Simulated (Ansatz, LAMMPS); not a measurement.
# Elastic response of amorphous Ge (61 atoms): runs compared

How stiff is amorphous Ge (61 atoms)?

Computed with Ansatz 0.2.0: Kohn-Sham DFT, PBE, PAW (set soft_1), plane waves.

## Step 1: The cell as built

The cell holds 61 atoms: 61 Ge. Cell: a = 11.512 Å, b = 11.512 Å, c = 11.512 Å, α = 90.0°, β = 90.0°, γ = 90.0°. 61 atoms (61 Ge) placed at random at 4.82 g/cm³, melted at 3500 K for 10 ps at fixed volume with the Tersoff potential (Tersoff, Phys. Rev. B 39, 5566 (1989)). Quenched from 3500 K to 100 K at 5 K/ps and fixed volume, held 5 ps, then minimised at fixed cell.

What the set-up can't give: The quench rate of 5 K/ps is orders of magnitude faster than experiment, which tends to freeze in extra defects. The starting topology of bonds comes from the classical model, and needn't be the one that DFT or experiment would give. The Brillouin zone is sampled at Γ only.

## Step 2: The reference run

The reference is a single point at the end of the relaxation.

Every strained cell starts from the geometry of this run, and its atoms are relaxed with the cell held.

Its input, with most atom lines left out:

```yaml
crystal:
  lattice:
    - [11.44207, 0.03553, -0.10598]
    - [0.03553, 11.33881, -0.11149]
    - [-0.10598, -0.11149, 11.54849]
  atoms:
    - { symbol: Ge, position: [0.10406, 0.64561, 0.31306] }
    - { symbol: Ge, position: [0.35038, 0.75675, 0.15069] }
    - { symbol: Ge, position: [0.02044, 0.01707, 0.36944] }
    - { symbol: Ge, position: [0.53163, 0.50551, 0.38249] }
    - { symbol: Ge, position: [0.76244, 0.16499, 0.14937] }
    - { symbol: Ge, position: [0.05164, 0.30479, 0.59876] }
    - { symbol: Ge, position: [0.83445, 0.31705, 0.30296] }
    [... atom lines 8 to 61 left out ...]
kpoints:
  mp_grid: { grid: [1, 1, 1] }
hamiltonian:
  xc: pbe
  pseudopotentials: { kind: paw, azcp: { folder: soft_1 } }
scf:
  occupations: { method: fermi_dirac, width: 0.05 }
output:
  forces: true
  stress: true
  populations: true
  dos:
    method: { smearing: { sigma: 0.1 } }
    de: 0.1
    projected: { site_lists: { Ge: [Ge] } }
  eigenvalues: true
  write_density: true
  write_potential: true
  volumetric_format: npy
```

```
free energy per atom   : -4294.7745 eV/atom
r.m.s. force component : 0.00971 eV/Å
pressure               : -0.008835 GPa
```

The highest filled and lowest empty levels lie 0.293 eV apart (at Γ alone), but 2 levels are partly filled, by over 2 %, under the smearing.

## Step 3: The runs

Each row is one run, on 4 threads of Intel Xeon Platinum 8488C (Sapphire Rapids), shared host. The free energy is the program's total, comparable only between runs with the same functional, potentials and atoms.

```
                                 run  atoms    outcome  ionic steps, all passes  free energy (eV)     time  host memory (GiB)
           Single point at the start     61  converged                        -       -261979.672     16 s                2.2
              Cell and atoms relaxed     61  converged                       15       -261981.245  2.9 min                2.3
Single point at the relaxed geometry     61  converged                        -       -261981.245     19 s                2.3
                         Volume -3 %     61  converged                        3       -261981.040     37 s                2.3
                         Volume +3 %     61  converged                        2       -261981.049     27 s                2.4
                         Volume -6 %     61  converged                        5       -261980.369     60 s                2.2
                         Volume +6 %     61  converged                        3       -261980.515     39 s                2.4
                        Volume -10 %     61  converged                        5       -261978.579     62 s                2.1
            Stretched by 1 % along x     61  converged                        2       -261981.210     26 s                2.3
```

In some runs the program notes that the SCF threshold is loose for the stress.

## Step 4: Pressure against volume

Atoms are relaxed at each volume, in the scaled cell.

```
volume change (%)  volume (Å³/atom)  energy change (meV/atom)  pressure (GPa)  largest move on relaxing (Å)  bonds
              -10            22.102                     43.71            6.28                          0.20    127
               -6            23.084                     14.37            3.34                          0.16    126
               -3            23.821                      3.36            1.54                          0.04    125
               +0            24.558                      0.00           -0.01                             -    125
               +3            25.294                      3.22           -1.34                          0.03    125
               +6            26.031                     11.97           -2.46                          0.07    124
```

## Step 5: Uniaxial strain and shear

Stress (GPa, compression positive) less that of the relaxed cell, atoms relaxed:

```
                  strain      xx      yy      zz     xy  energy change (meV/atom)
stretched by 1 % along x  -0.762  -0.345  -0.324  0.001                      0.57
```

## Step 6: What came out

The bulk modulus, from the slope of pressure against ln V over the three points nearest the relaxed volume, is 48.1 GPa; a quadratic over all points gives a pressure derivative of about 4.6. The count of bonds runs from 124 to 127 over the series, so at some points contacts cross the cutoffs.

Caveats: Strains are finite and relaxations stop at the force tolerance of the input, which can leave moduli too stiff; they are those of a static cell at zero temperature. Volumes are changed with the cell's shape held, so in an anisotropic solid the modulus lies over the one under free hydrostatic load. The program notes that the SCF threshold of the relaxations is loose for the stress.

The DFT runs together took 7.7 min of wall time.

[Logs are printed without paths, hosts, clocks, repeated set-up lines and the standing remarks that a program may print on its own settings, such as how far it seeks lower states.]

[Hosts, paths, dates, database ids (printed as entryN), source tags and the programs' standing remarks are cut or masked in the printed files.]
